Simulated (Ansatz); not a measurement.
# Debugging a many-body input for InAs (F-43m)

Aim: the G0W0 gap of InAs (F-43m). The first input has a fault.

Calculated with Ansatz 0.2.0; G0W0 on r2SCAN, plane waves, PAW; PAW set soft_1.

The database entry behind the starting cell differs from later determinations by our own check (about 0.4 % short), so it need not match the best structure at ambient conditions.

## 1. The starting structure

It takes space group F-43m (No. 216, cubic). The conventional cell has a = 6.036 Å, b = 6.036 Å, c = 6.036 Å, α = 90.00°, β = 90.00°, γ = 90.00°. Nearest to In lie 4 As at 2.61 Å. As has 4 In at 2.61 Å nearest. Farther neighbours are not listed.

The cell and positions come from the Crystallography Open Database and are kept as given unless a step says otherwise.

## 2. First try

File input.yaml:

```yaml
crystal:
  lattice:
    - [0.0, 3.018, 3.018]
    - [3.018, 0.0, 3.018]
    - [3.018, 3.018, 0.0]
  atoms:
    - { symbol: In, position: [0.0, 0.0, 0.0] }
    - { symbol: As, position: [0.25, 0.25, 0.25] }
kpoints:
  mp_grid: { grid: [4, 4, 4] }
hamiltonian:
  xc: r2scan
  pseudopotentials: { kind: paw, azcp: { folder: soft_1 } }
scf:
  occupations: { method: fixed }
gw:
  n_empty_bands: 2
  ecut_chi: 80
  qp_bands: [v2, c2]
  qp_kpoints: band_edges
  screening: { model: contour_deformation }
```

The run is started by

```console
$ ansatz run input.yaml --threads 3 --pin off --max-ram 92160MiB --backend cuda --events-out ev --progress --plain --runs-dir out --devices 1 --max-vram 13GiB
```

Numbers of over 12 decimals in the logs are rounded to 6 here.

The log of the run:

```text
GPUs: using 1 of 1 available (devices: 1).
Engine: ansatz 0.2.0, x86_64-unknown-linux-gnu
Pseudopotentials: kind: paw
Pseudopotential: In, paw, valence charge 13, recommended cutoff 500 eV (meta_gga), soft_1/In.paw.azcp
Pseudopotential: As, paw, valence charge 15, recommended cutoff 500 eV (meta_gga), soft_1/As.paw.azcp
Functional definition: r2SCAN
  parameter k0 = 0.174
  parameter k1 = 0.065
  parameter a1 = 4.9479
  exchange = r2scan_x(k0 = k0, k1 = k1, a1 = a1)
  correlation = r2scan_c
device memory: the entry about to start is reckoned to put 1.4 GiB on a device that reports 57.9 GiB free (of which the cap on the GPU budget leaves the run 13.0 GiB)
GPU FFT provider: cuFFT
GPU libraries: cuBLAS 13.8.2, cuFFT 12.4.0, cuSOLVER 12.3.4
Crystal: 2 atoms, lattice volume = 54.978 Å³
Basis set: ecut = 500 eV, 1411 PW (Γ), exchange–correlation on 128×128×128 points (64 copies of the dense FFT grid, shifted against one another)
Bands: 18, of which v1, the nominal top of the filled ones, is band 14 counted from 1 (13 counted from 0)
Symmetry: 24 space group operations
Space group: F-43m (ITA 216), of the structure as read, at distance tolerance 3.8e-5 Å
k-points: 8 of 64 (time reversal used)
Non-local potential: In, projectors of the file, l = 0: 2, l = 1: 2, l = 2: 2, l = 3: 1
Non-local potential: As, projectors of the file, l = 0: 2, l = 1: 2, l = 2: 3, l = 3: 1
PAW form: soft (Blöchl's): semilocal exchange-correlation on the pseudo side does not see the compensation charge
PAW frozen core: In, regenerated for the run's functional (the file was generated under x = pbe(κ = 0.804, μ = 0.219515), c = pbe(β = 0.066725))
PAW frozen core: As, regenerated for the run's functional (the file was generated under x = pbe(κ = 0.804, μ = 0.219515), c = pbe(β = 0.066725))
PAW one-centre angular grid: In, 590 points (default); XC on 160 Gauss nodes
PAW one-centre angular grid: As, 590 points (default); XC on 160 Gauss nodes
Initial density: superposition of atomic densities (chi_scale 0.1, normalization cell, long waves kept (reshape's long-wave potential 0.00 eV rms))
Initial wavefunctions: pseudopotential atomic-orbital guess
GPU buffer pool allocated for 32768 grid points (all kernels)
GPU transforms: local potential: pruned to the plane-wave sphere, on 30×32×32; band sums: pruned to the plane-wave sphere, on 32×32×32
Functional: x = r2scan, c = r2scan; τ floored in thin density (d = 2e-4 eV/Å³)
iter 1 solved again at ethr=1.93e-3 eV; its pass at ethr=3.10e-3 eV (dr2=5.40e-1 eV) is discarded
SCF iter   1: F=—  HF=-10477.102046 eV  |F-HF|=—  |Δ(HF+E_count)|=         —  Δρ=3.41e-2  dr2=5.41e-1  dr2_τ=1.33e-2  ethr=1.93e-3  ⟨swp⟩=1.0  Hψ=865  notcnv=0  defer=1
preconditioner: auto → none  [insulator: Δε(μ)=0.209 eV  Ē_g=15.547 eV  n_scr=14 (ndim 8)  ℏωp=21.2 eV  f_vac=0.007  ε∞_Penn≈2.9]
SCF iter   2: F=—  HF=-10477.099782 eV  |F-HF|=—  |Δ(HF+E_count)|=   2.26e-3  Δρ=1.60e-2  dr2=9.51e-2  dr2_τ=1.24e-3  ethr=1.93e-3  ⟨swp⟩=2.2  Hψ=188  notcnv=0  defer=12
SCF iter   3: F=—  HF=-10477.110776 eV  |F-HF|=—  |Δ(HF+E_count)|=   1.10e-2  Δρ=2.85e-3  dr2=7.13e-3  dr2_τ=1.83e-4  ethr=3.40e-4  ⟨swp⟩=2.2  Hψ=288  notcnv=0  defer=10
SCF iter   4: F=—  HF=-10477.107523 eV  |F-HF|=—  |Δ(HF+E_count)|=   3.25e-3  Δρ=8.68e-4  dr2=2.38e-4  dr2_τ=7.40e-6  ethr=2.55e-5  ⟨swp⟩=3.0  Hψ=293  notcnv=0  defer=12
SCF iter   5: F=—  HF=-10477.107568 eV  |F-HF|=—  |Δ(HF+E_count)|=   4.57e-5  Δρ=2.41e-4  dr2=1.09e-5  dr2_τ=4.27e-7  ethr=8.50e-7  ⟨swp⟩=2.0  Hψ=229  notcnv=0  defer=12
SCF iter   6: F=—  HF=-10477.107575 eV  |F-HF|=—  |Δ(HF+E_count)|=   6.87e-6  Δρ=7.36e-5  dr2=1.26e-6  dr2_τ=3.78e-8  ethr=3.91e-8  ⟨swp⟩=2.0  Hψ=253  notcnv=0  defer=2
SCF iter   7: F=-10477.107576 eV  HF=-10477.107576 eV  |F-HF|=5.66e-9  |Δ(HF+E_count)|=   4.50e-7  Δρ=3.68e-6  dr2=9.77e-9  dr2_τ=1.65e-10  ethr=3.57e-10  ⟨swp⟩=3.8  Hψ=596  notcnv=0
SCF 1 converged in 7 iterations: F = -10477.107576 eV  dr2 = 9.77e-9
[...]
device memory: the entry about to start is reckoned to put 2.1 GiB on a device that reports 63.7 GiB free (of which the cap on the GPU budget leaves the run 13.0 GiB)
NSCF: frozen V_eff on 8 k-points
[...]
device memory: the entry about to start is reckoned to put 1.3 GiB on a device that reports 63.7 GiB free (of which the cap on the GPU budget leaves the run 13.0 GiB)
NSCF: frozen V_eff on 8 k-points
SCF converged after 7 iterations
Free energy (F): -10477.107576 eV
Harris-Foulkes:  -10477.107576 eV  (|F-HF|=5.66e-9)
Internal energy: -10477.107576 eV  (E = F + TS)
E sigma→0 (E₀):  -10477.107576 eV
Fermi energy:    7.557064 eV
--- Per-component energies (eV) ---
  E_band       = -332.387901
  E_kinetic    = 317.405773
  E_local      = -3473.797385  (includes V_loc(G=0)·N_el)
  E_nonlocal   = -65.566012
  E_hartree    = 1732.281076
  E_xc         = -197.779900
  E_vxc        = -173.059860  (∫ρ·V_xc dr)
  E_paw        = -6261.359808  (= ΣΔE_a)
  E_vpaw       = -412.534622  (= ΣTr[D̂ρ^β])
  E_aug_tail   = -0.000058  (compensation charges beyond the density's cutoff)
  E_vtau       = 10.606481  (kinetic-family band-sum trace: ∫τ·v_τ [+ j·A + Jᵃ·Aᵃ] dr)
  E_ewald      = -2527.799418
  E_core_change = -0.491845  (= ΣΔE_core)
  E_smearing   = -0.000000  (= −TS)
  E_closure    = -0.000000  (closes the sum)
  Σ components = -10477.107576   (vs F -10477.107576, Δ=0.00e0)
--- Band table (eV; the first three rows and the last of 8) ---
  k-point 0: bands = [... 10 lower, -4.7703, 7.5571, 7.5571, 7.5571, 7.8228, 11.8155, 11.8155, 11.8155]
  k-point 1: bands = [... 10 lower, -4.1294, 3.8322, 6.9663, 6.9663, 9.1739, 12.5524, 12.5524, 13.1542]
  k-point 2: bands = [... 10 lower, -3.2090, 1.6370, 6.5300, 6.5300, 8.8763, 12.5889, 12.5889, 14.8279]
  k-point 7: bands = [... 10 lower, -2.5791, 1.7381, 4.4916, 4.5876, 12.1300, 12.1723, 13.0504, 14.0500]
```

It took 6.9 s on 1 × NVIDIA H100 80GB HBM3 (shared by 6 runs) with 3 threads of AMD EPYC 7R13 (Zen 3), shared host; peak memory 0.99 GiB.

**What went wrong?**

The self-consistent loop converged; the step after it was not made. The program's words: G₀W₀ refused: the quasiparticle rows reach c2, inside the degenerate multiplet of c2 to c4 at k-index 0, which gw.n_empty_bands = 2 cuts: a row's own level would stand in its own sum at a weight under one; raise gw.n_empty_bands to 4 or more, or end gw.qp_bands at c1 or below

The fault: two empty bands. The screening and the self-energy are sums over empty states, and two bands hold almost none of them; where the cut also splits a degenerate level, the program refuses for that.

## 3. A better input

Now the one-shot GW correction: screening in the RPA, then the self-energy of the levels asked for. This step takes PAW set soft_1 files.

Edit input.yaml of step 2 so:

```diff
@@ -16,4 +16,4 @@
 gw:
-  n_empty_bands: 2
-  ecut_chi: 80
+  n_empty_bands: 44
+  ecut_chi: 50
   qp_bands: [v2, c2]
```

The log of the run:

```text
GPUs: using 1 of 1 available (devices: 1).
[...]
GPU FFT provider: cuFFT
GPU libraries: cuBLAS 13.8.2, cuFFT 12.4.0, cuSOLVER 12.3.4
Crystal: 2 atoms, lattice volume = 54.978 Å³
Basis set: ecut = 500 eV, 1411 PW (Γ), exchange–correlation on 128×128×128 points (64 copies of the dense FFT grid, shifted against one another)
Bands: 18, of which v1, the nominal top of the filled ones, is band 14 counted from 1 (13 counted from 0)
[... 1 set-up line as in the run before ...]
[...]
k-points: 8 of 64 (time reversal used)
[...]
GPU buffer pool allocated for 32768 grid points (all kernels)
[...]
SCF iter   7: F=-10477.107576 eV  HF=-10477.107576 eV  |F-HF|=5.66e-9  |Δ(HF+E_count)|=   4.50e-7  Δρ=3.68e-6  dr2=9.77e-9  dr2_τ=1.65e-10  ethr=3.57e-10  ⟨swp⟩=3.8  Hψ=596  notcnv=0
SCF 1 converged in 7 iterations: F = -10477.107576 eV  dr2 = 9.77e-9
[...]
NSCF: frozen V_eff on 8 k-points
[...]
0    13      7.5571   -16.8734     1.7505   -15.3760  0.7627     7.8087     7.8102  root
     0    14      7.5571   -16.8734     1.7505   -15.3760  0.7627     7.8087     7.8102  root
     0    15      7.8228   -10.6532    -3.3409   -14.5023  0.7773     8.3396     8.3309  root
     0    16     11.8155    -7.3250    -3.9254   -11.5413  0.7617    12.1096    12.1064  root
     1    13      6.9663   -16.3700     1.8558   -14.7087  0.7587     7.1599     7.1609  root
     1    14      6.9663   -16.3700     1.8558   -14.7087  0.7587     7.1599     7.1609  root
     1    15      9.1739    -9.2138    -3.5004   -13.1335  0.7744     9.5991     9.5932  root
     1    16     12.5524    -7.3626    -4.0987   -11.7590  0.7574    12.8531    12.8500  root
[...]
6    13      5.1384   -15.4171     2.3818   -13.0879  0.7356     5.1909     5.1910  root
     6    14      5.1384   -15.4171     2.3818   -13.0879  0.7356     5.1909     5.1910  root
     6    15      9.3504    -6.3392    -3.5008    -9.8686  0.7822     9.3791     9.3790  root
     6    16      9.8953    -7.8771    -3.5954   -11.7409  0.7755    10.1659    10.1636  root
[key lines of the parts left out:]
SCF converged after 7 iterations
Free energy (F): -10477.107576 eV
Fermi energy:    7.557064 eV
```

Wall time 9.3 s (1 × NVIDIA H100 80GB HBM3 (shared by 6 runs) with 3 threads); peak memory 1.1 GiB; 7.1 s of CPU time.

This step gave:

```yaml
bands_summed: 58
rpa_eps_infinity_on_this_mesh_eigenvalues: 605.4, 605.4, 605.4
plane_waves_in_the_screening_matrix: 59
q_points_in_the_mesh: 64
g0w0_gap_on_the_mesh: 0.5207 eV
k_of_the_valence_top: 0, 0, 0
k_of_the_conduction_bottom: 0, 0, 0
starting_gap_on_the_mesh: 0.2657 eV
z_at_the_valence_top: 0.7627
z_at_the_conduction_bottom: 0.7773
least_direct_g0w0_gap_on_the_computed_points: 0.5207 eV
```

The gap on the mesh goes from 0.27 eV to 0.52 eV, a correction of +0.25 eV. Between the two edge states, bare exchange in place of the xc potential would open the gap by 5.35 eV, and correlation takes back 5.09 eV.

## 4. Outcome

- first try: the many-body step was refused after 6.9 s
- better run: G0W0 gap on the mesh 0.52 eV (4×4×4 mesh, 44 empty bands, screening to 50 eV, PAW set soft_1 files)

The second run differs in: empty bands and screening cutoff (eV). Bands and cutoff are finite, so the gap is not at the basis limit. The miss can reach some tenths of an eV and take either sign; the mesh is an error of its own. The 4×4×4 mesh is coarse for this cell (its supercell is 17 Å along the shortest edge). The RPA ε∞ on it, from the r2SCAN start, is 605.37; such meshes misread the long-range screening, most where the gap is narrow. On this mesh the RPA ε∞ passes 90, more than nearly any semiconductor shows; a coarse mesh does this where one point with a narrow direct gap carries much weight. The screening is then too strong, and the G0W0 gap should not be taken as the material's. The many-body steps are scalar-relativistic: spin-orbit coupling is not in them.

[Paths, hosts, dates, memory and timing lines, banners, echoed tables and standing remarks are left out of the program output.]

[Logs are printed without paths, hosts, clocks, repeated set-up lines and the standing remarks that a program may print on its own settings, such as how far it seeks lower states.]

[Runs of the session that timed out or met a known fault of the program may be left out.]

[Cells called generated may have been cut or substituted from an entry of the Crystallography Open Database or the Materials Project.]

[Hosts, paths, dates, database ids (printed as entryN), source tags and the programs' standing remarks are cut or masked in the printed files.]
